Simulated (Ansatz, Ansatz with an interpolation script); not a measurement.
## G0W0 band structure of SrTiO3 (Tausonite)

G0W0 gives levels on a mesh alone; what do the bands of SrTiO3 (Tausonite) look like between the points?

Calculated with Ansatz 0.2.0; LDA, Wannier functions and G0W0, plane waves, PAW.

**Experimental background.**

- Gap 3.77 eV: direct gap (M0 critical point); spectroscopic ellipsometry, second-derivative fit; 300 K; bulk crystal (commercial single crystal) (“Optical probe of ferroelectric order in bulk and thin film perovskite titanates”, 2013, arxiv:1309.1245).

## (1) Set-up

It takes space group Pm-3m (No. 221, cubic). The conventional cell has a = 3.905 Å, b = 3.905 Å, c = 3.905 Å, α = 90.00°, β = 90.00°, γ = 90.00°. Nearest to Sr lie 12 O at 2.76 Å. Ti has 6 O at 1.95 Å nearest. Nearest to O lie 2 Ti at 1.95 Å and 4 Sr at 2.76 Å. Farther neighbours and most contacts between anions are not listed.

The cell and positions come from the Crystallography Open Database and are kept as given unless a step says otherwise.

## (2) LDA bands

Levels along a band path, at the cheap level, show where the edges lie and whether the meshes to come will hold them.

This step: DFT, LDA, plane waves, PAW; PAW set soft_1.

The input, input.yaml:

```yaml
crystal:
  lattice:
    - [3.90528, 0.0, 0.0]
    - [0.0, 3.90528, 0.0]
    - [0.0, 0.0, 3.90528]
  atoms:
    - { symbol: Sr, position: [0.5, 0.5, 0.5] }
    - { symbol: Ti, position: [0.0, 0.0, 0.0] }
    - { symbol: O, position: [0.5, 0.0, 0.0] }
    - { symbol: O, position: [0.0, 0.5, 0.0] }
    - { symbol: O, position: [0.0, 0.0, 0.5] }
kpoints:
  mp_grid: { grid: [4, 4, 4] }
  band_path:
    path:
      - [[0.0, 0.0, 0.0], [0.0, 0.5, 0.0], [0.5, 0.5, 0.0], [0.0, 0.0, 0.0], [0.5, 0.5, 0.5], [0.0, 0.5, 0.0]]
      - [[0.5, 0.5, 0.5], [0.5, 0.5, 0.0]]
    npoints: 10
hamiltonian:
  xc: lda
  pseudopotentials: { kind: paw, azcp: { folder: soft_1 }, xc_functional: pbe }
scf:
  occupations: { method: fermi_dirac, width: 0.02 }
  n_extra_bands: 31
output:
  eigenvalues: true
  fatbands: true
  write_density: true
  write_potential: true
  elf: true
  volumetric_format: npy
```

On the command line:

```bash
> ansatz run input.yaml --threads 3 --pin off --max-ram 92160MiB --backend cuda --events-out ev --progress --plain --runs-dir out --devices 1 --max-vram 13GiB
```

Numbers of over 12 decimals in the logs are rounded to 6 here.

What it wrote:

```text
scf.n_extra_bands = 31 over 20 filled bands (N_el = 40.0): the run solves 51 bands
GPUs: using 1 of 1 available (devices: 1).
Engine: ansatz 0.2.0, x86_64-unknown-linux-gnu
Pseudopotentials: kind: paw
Pseudopotential: Sr, paw, valence charge 10, recommended cutoff 420 eV (normal), soft_1/Sr.paw.azcp
Pseudopotential: Ti, paw, valence charge 12, recommended cutoff 420 eV (normal), soft_1/Ti.paw.azcp
Pseudopotential: O, paw, valence charge 6, recommended cutoff 420 eV (normal), soft_1/O.paw.azcp
Functional definition: SPW92
  exchange = slater_x
  correlation = pw_c
device memory: the entry about to start is reckoned to put 1.8 GiB on a device that reports 57.7 GiB free (of which the cap on the GPU budget leaves the run 13.0 GiB)
GPU FFT provider: cuFFT
GPU libraries: cuBLAS 13.8.2, cuFFT 12.4.0, cuSOLVER 12.3.4
Crystal: 5 atoms, lattice volume = 59.560 Å³
Basis set: ecut = 420 eV, 1189 PW (Γ)
Bands: 51, of which v1, the nominal top of the filled ones, is band 20 counted from 1 (19 counted from 0)
Symmetry: 48 space group operations
Space group: Pm-3m (ITA 221), of the structure as read, at distance tolerance 3.9e-5 Å
k-points: 10 of 64
Non-local potential: Sr, projectors of the file, l = 0: 3, l = 1: 2, l = 2: 2
Non-local potential: Ti, projectors of the file, l = 0: 3, l = 1: 2, l = 2: 3, l = 3: 1
Non-local potential: O, projectors of the file, l = 0: 2, l = 1: 2, l = 2: 1
PAW form: soft (Blöchl's): semilocal exchange-correlation on the pseudo side does not see the compensation charge
PAW frozen core: Sr, regenerated for the run's functional, and the local potential with it (the file was generated under x = pbe(κ = 0.804, μ = 0.219515), c = pbe(β = 0.066725))
PAW frozen core: Ti, regenerated for the run's functional, and the local potential with it (the file was generated under x = pbe(κ = 0.804, μ = 0.219515), c = pbe(β = 0.066725))
PAW frozen core: O, regenerated for the run's functional, and the local potential with it (the file was generated under x = pbe(κ = 0.804, μ = 0.219515), c = pbe(β = 0.066725))
PAW one-centre angular grid: Sr, 110 points (default); XC on 64 Gauss nodes
PAW one-centre angular grid: Ti, 590 points (default); XC on 64 Gauss nodes
PAW one-centre angular grid: O, 110 points (default); XC on 64 Gauss nodes
Initial density: superposition of atomic densities (chi_scale 0.1, normalization cell, long waves kept (reshape's long-wave potential 0.00 eV rms))
Initial wavefunctions: pseudopotential atomic-orbital guess
GPU buffer pool allocated for 19683 grid points (all kernels)
GPU transforms: local potential and band sums: pruned to the plane-wave sphere, on 25×27×27
Functional: x = slater, c = lda
SCF iter   1: F=—  HF=-7569.707431 eV  |F-HF|=—  |Δ(HF+E_count)|=         —  Δρ=5.21e-2  dr2=1.38e0  ethr=3.10e-3  ⟨swp⟩=7.2  Hψ=2598  notcnv=0  defer=158
preconditioner: auto → Resta (q_TF=auto, 2.553 Å⁻¹)  ε∞=2.2  [insulator: Δε(μ)=1.951 eV  Ē_g=24.059 eV  σ=0.020 eV  W_gap=1.00  n_scr=18 (ndim 8)  ℏωp=26.4 eV  f_vac=0.000  D(μ)=0.00/eV (n_scr^D=0)  ε∞_Penn≈2.2]
SCF iter   2: F=—  HF=-7569.438511 eV  |F-HF|=—  |Δ(HF+E_count)|=   2.69e-1  Δρ=2.45e-2  dr2=3.63e-1  ethr=3.10e-3  ⟨swp⟩=2.0  Hψ=653  notcnv=0  defer=242
SCF iter   3: F=—  HF=-7569.383399 eV  |F-HF|=—  |Δ(HF+E_count)|=   5.51e-2  Δρ=5.54e-3  dr2=1.59e-2  ethr=9.08e-4  ⟨swp⟩=2.0  Hψ=509  notcnv=0  defer=247
SCF iter   4: F=—  HF=-7569.382341 eV  |F-HF|=—  |Δ(HF+E_count)|=   1.06e-3  Δρ=4.15e-4  dr2=1.05e-4  ethr=3.98e-5  ⟨swp⟩=2.3  Hψ=423  notcnv=0  defer=247
SCF iter   5: F=—  HF=-7569.382334 eV  |F-HF|=—  |Δ(HF+E_count)|=   6.58e-6  Δρ=8.24e-5  dr2=3.51e-6  ethr=2.63e-7  ⟨swp⟩=2.2  Hψ=399  notcnv=0  defer=247
SCF iter   6: F=—  HF=-7569.382439 eV  |F-HF|=—  |Δ(HF+E_count)|=   1.05e-4  Δρ=1.14e-5  dr2=8.84e-8  ethr=2.50e-10  ⟨swp⟩=11.6  Hψ=3555  notcnv=0
SCF iter   7: F=-7569.382439 eV  HF=-7569.382439 eV  |F-HF|=8.08e-10  |Δ(HF+E_count)|=   1.06e-8  Δρ=2.14e-6  dr2=1.90e-9  ethr=2.21e-10  ⟨swp⟩=1.0  Hψ=1026  notcnv=0
SCF 1 converged in 7 iterations: F = -7569.382439 eV  dr2 = 1.90e-9
[...]
device memory: the entry about to start is reckoned to put 2.5 GiB on a device that reports 57.5 GiB free (of which the cap on the GPU budget leaves the run 13.0 GiB)
NSCF: frozen V_eff on 62 k-points, pencils in batches of 32, up to order 228
SCF converged after 7 iterations
Free energy (F): -7569.382439 eV
Harris-Foulkes:  -7569.382439 eV  (|F-HF|=8.08e-10)
Internal energy: -7569.382439 eV  (E = F + TS)
E sigma→0 (E₀):  -7569.382439 eV
Fermi energy:    10.465812 eV
--- Per-component energies (eV) ---
  E_band       = -215.887052
  E_kinetic    = 1016.447516
  E_local      = -2461.072029  (includes V_loc(G=0)·N_el)
  E_nonlocal   = 461.036945
  E_hartree    = 846.072276
  E_xc         = -502.946602
  E_vxc        = -576.157398  (∫ρ·V_xc dr)
  E_paw        = -4038.738754  (= ΣΔE_a)
  E_vpaw       = -348.288674  (= ΣTr[D̂ρ^β])
  E_aug_tail   = 0.002299  (compensation charges beyond the density's cutoff)
  E_ewald      = -2891.094941
  E_core_change = 0.910850  (= ΣΔE_core)
  E_smearing   = -0.000000  (= −TS)
  E_closure    = -0.000000  (closes the sum)
  Σ components = -7569.382439   (vs F -7569.382439, Δ=0.00e0)
--- Band table (eV; the first three rows and the last of 10) ---
  k-point 0: bands = [... 16 lower, 8.3941, 9.2372, 9.2372, 9.2372, 11.3484, 11.3484, 11.3484, 13.9332, ... 27 higher]
  k-point 1: bands = [... 16 lower, 7.8963, 7.9380, 8.9896, 8.9896, 11.4322, 12.4423, 12.4423, 13.9467, ... 27 higher]
  k-point 2: bands = [... 16 lower, 7.1846, 7.5548, 8.8542, 8.8542, 11.5204, 13.3280, 13.3280, 13.9532, ... 27 higher]
  k-point 9: bands = [... 16 lower, 5.8078, 9.5799, 9.5799, 9.5799, 14.0151, 14.0151, 14.0151, 16.4685, ... 27 higher]
```

Run time: 9.4 s. Hardware: 1 × NVIDIA H100 80GB HBM3 (shared by 6 runs) with 3 threads of AMD EPYC 7R13 (Zen 3), shared host; peak memory 0.94 GiB.

This step gave:

```yaml
filled_bands: 20
gap: 1.768 eV
valence_top_at: R
conduction_bottom_at: Γ
least_direct_gap: 2.111 eV
```

The gap is indirect, with the least direct gap 0.34 eV higher.

ELF in the ac plane at fractional y = 0.000, with atoms of Ti and O within 0.2 Å of it. It is the smooth field of the valence electrons, not physical close to the nuclei.

Ten even steps from '_' (0.02) to '@' (0.80), each cell a mean:
```
%%@@##::**@@%%**%%@@==--%%@@
@@%%==..++@@@@@@@@%%--..++%%
==--..__--##%%@@%%++::__..--
====--....::++++==::..::--==
@@@@%%==..__......__::++%%@@
##@@@@##--________..==%%@@%%
==##@@%%==________..++@@@@**
**%%@@%%--________..++%%@@%%
@@@@@@**::__________::##@@@@
****==::..::--==--....--++**
--::..__::**%%%%##==..__..::
##**--..==@@@@@@@@%%--..==##
%%@@**::**@@%%##@@@@==--%%@@
##%%##--**@@**==##@@====@@%%
```
Columns run along a (3.9 Å), rows up along c (3.9 Å). Atoms in or near the plane, at fractional coordinates: Ti at (0.00, 0.00), O at (0.50, 0.00), O at (0.00, 0.50).

Valence density in the ac plane at fractional y = 0.000, with atoms of Ti and O within 0.2 Å of it. It is the smooth field of the valence electrons, not physical close to the nuclei.

Ten even steps from '0' (0 e/Å³) to '9' (11 e/Å³), each cell a mean:
```
86200245310036
42100112100013
10000000000000
00000000000000
11000000000001
43100000000013
74100000000025
53100000000014
21000000000012
00000000000000
00000000000000
21000011100012
75100134310026
97200257410148
```
Columns run along a (3.9 Å), rows up along c (3.9 Å). Atoms in or near the plane, at fractional coordinates: Ti at (0.00, 0.00), O at (0.50, 0.00), O at (0.00, 0.50).

## (3) Wannier functions (O:2p Ti:3d) on 8×8×8

Localised functions give a small Hamiltonian that interpolates between mesh points at no cost.

This step: maximally localised Wannier functions, LDA, plane waves, PAW; PAW set soft_1.

input.yaml, the sections that differ from step 2:

```yaml
kpoints:
  mp_grid: { grid: [4, 4, 4] }
scf:
  occupations: { method: fixed }
  n_extra_bands: 31
output:
  wannier:
    kmesh: [8, 8, 8]
    projections: [{ species: O, l: p, shell: 2 }, { species: Ti, l: d, shell: 3 }]
    minimise: true
    write_hr: true
    seedname: w
    conv_tol: 1.0e-06
    max_iter: 20000
    stability_check: false
    disentanglement:
      window: [4.7, 18.54]
      frozen_window: [4.7, 13.85]
      conv_tol: 1.0e-08
# crystal, hamiltonian: as in step 2
```

What it wrote:

```text
[...]
GPUs: using 1 of 1 available (devices: 1).
[...]
GPU FFT provider: cuFFT
GPU libraries: cuBLAS 13.8.2, cuFFT 12.4.0, cuSOLVER 12.3.4
Crystal: 5 atoms, lattice volume = 59.560 Å³
Basis set: ecut = 420 eV, 1189 PW (Γ)
Bands: 51, of which v1, the nominal top of the filled ones, is band 20 counted from 1 (19 counted from 0)
Symmetry: 48 space group operations
[...]
k-points: 10 of 64
[...]
GPU buffer pool allocated for 19683 grid points (all kernels)
[...]
SCF iter   1: F=—  HF=-7569.708273 eV  |F-HF|=—  |Δ(HF+E_count)|=         —  Δρ=5.22e-2  dr2=1.39e0  ethr=3.10e-3  ⟨swp⟩=4.0  Hψ=1846  notcnv=0  defer=276
[...]
SCF iter   8: F=-7569.382439 eV  HF=-7569.382439 eV  |F-HF|=4.37e-9  |Δ(HF+E_count)|=   1.97e-7  Δρ=7.48e-6  dr2=1.68e-8  ethr=2.50e-10  ⟨swp⟩=12.7  Hψ=4046  notcnv=0
SCF 1 converged in 8 iterations: F = -7569.382439 eV  dr2 = 1.68e-8
[...]
NSCF: frozen V_eff on 10 k-points
the band table was solved once the SCF had ended and its energy, with any forces and stress, was formed, with the checks that follow a solve (2028 applications of the Hamiltonian). They found nothing against the state; the energy, forces and stress were not computed again (output.eigenvalues in the input reference)
[...]
NSCF: frozen V_eff on 38 k-points, pencils in batches of 32, up to order 204
the Wannier pass solved 38 of the 512 points of its mesh, and has the states at the others by symmetry: states obtained by the crystal's operations at points that were solved too leave a residual of 2.82e-13 eV (read by the count's bands and the next), within 5.56e-6 eV
SCF converged after 8 iterations
Free energy (F): -7569.382439 eV
[...]
Internal energy: -7569.382439 eV  (E = F + TS)
E sigma→0 (E₀):  -7569.382439 eV
Fermi energy:    9.579948 eV
[...]
--- Band table (eV; the first three rows and the last of 10) ---
  k-point 0: bands = [... 16 lower, 8.3941, 9.2372, 9.2372, 9.2372, 11.3485, 11.3485, 11.3485, 13.9332, ... 27 higher]
  k-point 1: bands = [... 16 lower, 7.8963, 7.9380, 8.9896, 8.9896, 11.4323, 12.4424, 12.4424, 13.9468, ... 27 higher]
  k-point 2: bands = [... 16 lower, 7.1847, 7.5548, 8.8542, 8.8542, 11.5204, 13.3280, 13.3280, 13.9533, ... 27 higher]
  k-point 9: bands = [... 16 lower, 5.8078, 9.5799, 9.5799, 9.5799, 14.0152, 14.0152, 14.0152, 16.4684, ... 27 higher]
Wannier search: line search 1 of at most 20000: gauge-dependent spread (as the search counts it) 0.3520823 Å², largest recent change 5.0e-2 Å² against conv_tol 1.0e-6 Å², 0 stops escaped
```

It took 14 s on 1 × NVIDIA H100 80GB HBM3 (shared by 6 runs) with 3 threads; peak memory 1.1 GiB; 8.2 s of CPU time.

Numbers from this step:

```
gauge-invariant spread     : 12.52 Å²
diagonal spread            : 7.39e-23 Å²
off-diagonal spread        : 0.2248 Å²
total spread               : 12.74 Å²
least projectability       : 0.6355
localisation steps         : 38
disentanglement steps      : 126
r.m.s. interpolation error : 1.10e-4 eV
r.m.s. error near the gap  : 1.13e-4 eV
```

Near the gap the model misses directly solved bands by 0.1 meV r.m.s. and by 1 meV at most in the window tested. This tests the starting bands, not the corrections carried with them.

Wannier functions, by row:

```csv
function,x (Å),y (Å),z (Å),spread (Å²),nearest atom,distance (Å)
1,1.953,0,0,1.035,O3,0
2,1.953,0,0,0.76,O3,0
3,1.953,0,0,1.035,O3,0
4,0,1.953,0,1.035,O4,0
5,0,1.953,0,1.035,O4,0
6,0,1.953,0,0.76,O4,0
7,0,0,1.953,0.76,O5,0
8,0,0,1.953,1.035,O5,0
9,0,0,1.953,1.035,O5,0
10,0,0,0,0.711,Ti2,0
11,0,0,0,0.943,Ti2,0
12,0,0,0,0.943,Ti2,0
13,0,0,0,0.711,Ti2,0
14,0,0,0,0.943,Ti2,0
```

Frozen up to 4.27 eV; above it the model need not follow the bands. Electronic bands along the path, in eV, zero at the valence-band top:

```csv
point,band 17,band 18,band 19,band 20,band 21,band 22,band 23,band 24
Γ,-1.19,-0.34,-0.34,-0.34,1.77,1.77,1.77,4.37
halfway,-1.68,-1.64,-0.59,-0.59,1.85,2.86,2.86,4.37
X,-2.40,-2.03,-0.73,-0.73,1.94,3.75,3.75,4.37
halfway,-1.91,-1.47,-1.33,-0.65,2.93,3.75,3.86,5.12
M,-1.73,-1.58,-1.58,-0.09,3.76,3.76,4.20,5.38
halfway,-1.73,-1.37,-1.07,-0.74,2.82,2.97,3.23,5.00
Γ,-1.19,-0.34,-0.34,-0.34,1.77,1.77,1.77,4.37
halfway,-2.82,-0.93,-0.93,-0.63,3.29,3.35,3.35,6.51
R,-3.77,0.00,0.00,0.00,4.44,4.44,4.44,8.40
halfway,-2.75,-0.96,-0.82,-0.53,3.43,3.94,3.96,6.49
X,-2.40,-2.03,-0.73,-0.73,1.94,3.75,3.75,4.37
jump to R,-3.77,0.00,0.00,0.00,4.44,4.44,4.44,8.40
halfway,-3.17,-0.68,-0.68,-0.05,4.04,4.04,4.32,7.01
M,-1.73,-1.58,-1.58,-0.09,3.76,3.76,4.20,5.38
```

The same for Kohn-Sham, solved directly:

```csv
point,band 17,band 18,band 19,band 20,band 21,band 22,band 23,band 24
Γ,-1.19,-0.34,-0.34,-0.34,1.77,1.77,1.77,4.35
X,-2.40,-2.03,-0.73,-0.73,1.94,3.75,3.75,4.37
M,-1.73,-1.58,-1.58,-0.09,3.76,3.76,4.20,5.34
Γ,-1.19,-0.34,-0.34,-0.34,1.77,1.77,1.77,4.35
R,-3.77,0.00,0.00,0.00,4.44,4.44,4.44,6.89
X,-2.40,-2.03,-0.73,-0.73,1.94,3.75,3.75,4.37
R,-3.77,0.00,0.00,0.00,4.44,4.44,4.44,6.89
M,-1.73,-1.58,-1.58,-0.09,3.76,3.76,4.20,5.34
```

## (4) G0W0 at every point of the mesh: 4×4×4 mesh, 273 empty bands, screening to 160 eV, PAW set soft_1 files

Now the one-shot GW correction: screening in the RPA, then the self-energy of the levels asked for.

This step: G0W0 on LDA, plane waves, PAW; PAW set soft_1.

input.yaml, the sections that differ from step 3:

```yaml
scf:
  occupations: { method: fixed }
gw:
  n_empty_bands: 273
  ecut_chi: 160.0
  qp_bands: [v9, c3]
  screening: { model: contour_deformation }
# crystal, kpoints, hamiltonian: as in step 3
# output: removed
```

What it wrote:

```text
GPUs: using 1 of 1 available (devices: 1).
[...]
GPU FFT provider: cuFFT
GPU libraries: cuBLAS 13.8.2, cuFFT 12.4.0, cuSOLVER 12.3.4
Crystal: 5 atoms, lattice volume = 59.560 Å³
Basis set: ecut = 420 eV, 1189 PW (Γ)
Bands: 25, of which v1, the nominal top of the filled ones, is band 20 counted from 1 (19 counted from 0)
Symmetry: 48 space group operations
[...]
k-points: 10 of 64
[...]
GPU buffer pool allocated for 19683 grid points (all kernels)
[...]
SCF iter   1: F=—  HF=-7569.709105 eV  |F-HF|=—  |Δ(HF+E_count)|=         —  Δρ=5.25e-2  dr2=1.41e0  ethr=3.10e-3  ⟨swp⟩=4.2  Hψ=1033  notcnv=0  defer=23
[...]
SCF iter   8: F=-7569.382439 eV  HF=-7569.382439 eV  |F-HF|=1.19e-8  |Δ(HF+E_count)|=   8.47e-8  Δρ=6.78e-6  dr2=2.38e-8  ethr=2.50e-10  ⟨swp⟩=9.7  Hψ=1112  notcnv=0
SCF 1 converged in 8 iterations: F = -7569.382439 eV  dr2 = 2.38e-8
[...]
G₀W₀ screening: q 1/10
[... further progress lines ...]
SCF converged after 8 iterations
Free energy (F): -7569.382439 eV
[...]
Internal energy: -7569.382439 eV  (E = F + TS)
E sigma→0 (E₀):  -7569.382439 eV
Fermi energy:    9.579908 eV
[...]
--- Band table (eV; the first three rows and the last of 10) ---
  k-point 0: bands = [... 16 lower, 8.3940, 9.2372, 9.2372, 9.2372, 11.3483, 11.3483, 11.3483, 13.9331, ... 1 higher]
  k-point 1: bands = [... 16 lower, 7.8962, 7.9380, 8.9896, 8.9896, 11.4321, 12.4422, 12.4422, 13.9466, ... 1 higher]
  k-point 2: bands = [... 16 lower, 7.1846, 7.5548, 8.8542, 8.8542, 11.5203, 13.3278, 13.3278, 13.9531, ... 1 higher]
  k-point 9: bands = [... 16 lower, 5.8077, 9.5799, 9.5799, 9.5799, 14.0150, 14.0150, 14.0150, 16.4685, ... 1 higher]
--- G₀W₀: contour deformation, 7 samples at zero and on the imaginary axis and 2 off it, 64 q-points, 273 empty bands' worth ---
  eigenvalues of the whole cell's RPA ε∞ on this k-mesh (on a slab, of 1 + 4πα/V) = 6.8242, 6.8242, 6.8242; static W/v taken at q = 0 is 0.146538
  bands read: the sum over 293 bands ends inside a degenerate multiplet in 2 slots, whose members it reads at an even weight; the widest, k=5: bands 293 to 294 (counted from 1) at 1/2 each
  `?` marks the rows in doubt; gw_qp.tsv's column doubts and the gw_qp event give each row's grounds
    ik  band        ε_KS         Σx   Σc(E_QP)       V_xc       Z   E_QP_lin       E_QP  E_QP is
     0    12      6.7411   -25.2798     5.1047   -19.7450  0.6794     6.3023     6.3111  root
     0    13      6.7411   -25.2798     5.1047   -19.7450  0.6794     6.3023     6.3111  root
     0    14      6.7411   -25.2798     5.1047   -19.7450  0.6794     6.3023     6.3111  root
     0    15      8.3940   -24.8532     4.6712   -19.8261  0.7020     8.0346     8.0381  root
     0    16      8.3940   -24.8532     4.6712   -19.8261  0.7020     8.0346     8.0381  root
     0    17      8.3940   -24.8532     4.6712   -19.8261  0.7020     8.0346     8.0381  root
     0    18      9.2372   -26.3362     4.3840   -21.6572  0.7232     8.9403     8.9421  root
     0    19      9.2372   -26.3362     4.3840   -21.6572  0.7232     8.9403     8.9421  root
     0    20      9.2372   -26.3362     4.3840   -21.6572  0.7232     8.9403     8.9421  root
     0    21     11.3483   -12.5965    -6.6323   -20.6288  0.7372    12.7963    12.7483  root
     0    22     11.3483   -12.5965    -6.6323   -20.6288  0.7372    12.7963    12.7483  root
     0    23     11.3483   -12.5965    -6.6323   -20.6288  0.7372    12.7963    12.7483  root
     1    12      6.0142   -25.3207     5.0442   -19.9627  0.6641     5.6959     5.7004  root
     1    13      6.7043   -24.9001     5.0529   -19.4394  0.6758     6.2890     6.2965  root
[...]
4    13      5.5203   -22.6571     5.1337   -17.3508  0.5938     5.3505     5.3479  root ?
[...]
7    13      5.5746   -22.8165     5.0995   -17.5427  0.5939     5.4029     5.4004  root ?
[...]
8    13      5.3262   -23.0623     5.1821   -17.7125  0.5971     5.1671     5.1585  root ?
[...]
9    19      9.5799   -25.9812     4.5596   -21.1263  0.7146     9.2828     9.2846  root
     9    20      9.5799   -25.9812     4.5596   -21.1263  0.7146     9.2828     9.2846  root
     9    21     14.0150   -14.4932    -8.2238   -24.0804  0.6648    15.4602    15.3784  root
     9    22     14.0150   -14.4932    -8.2238   -24.0804  0.6648    15.4602    15.3784  root
     9    23     14.0150   -14.4932    -8.2238   -24.0804  0.6648    15.4602    15.3784  root
```

The job ended after 13 s (1 × NVIDIA H100 80GB HBM3 (shared by 6 runs) with 3 threads; peak memory 1.2 GiB).

This step gave:

- bands summed: 293
- RPA ε∞ on this mesh (eigenvalues): 6.824, 6.824, 6.824
- plane waves in the screening matrix: 257
- q-points in the mesh: 64
- G0W0 gap on the mesh: 3.464 eV
- k of the valence top: -0.5, -0.5, -0.5
- k of the conduction bottom: 0, 0, 0
- starting gap on the mesh: 1.768 eV
- Z at the valence top: 0.7146
- Z at the conduction bottom: 0.7372
- least direct G0W0 gap on the computed points: 3.806 eV

The gap on the mesh goes from 1.77 eV to 3.46 eV, a correction of +1.70 eV. Between the two edge states, bare exchange in place of the xc potential would open the gap by 12.89 eV, and correlation takes back 11.19 eV.

[end of part 1 of 2]

[Paths, hosts, dates, memory and timing lines, banners, echoed tables and standing remarks are left out of the program output.]

[Logs are printed without paths, hosts, clocks, repeated set-up lines and the standing remarks that a program may print on its own settings, such as how far it seeks lower states.]

[Runs of the session that timed out or met a known fault of the program may be left out.]

[Hosts, paths, dates, database ids (printed as entryN), source tags and the programs' standing remarks are cut or masked in the printed files.]
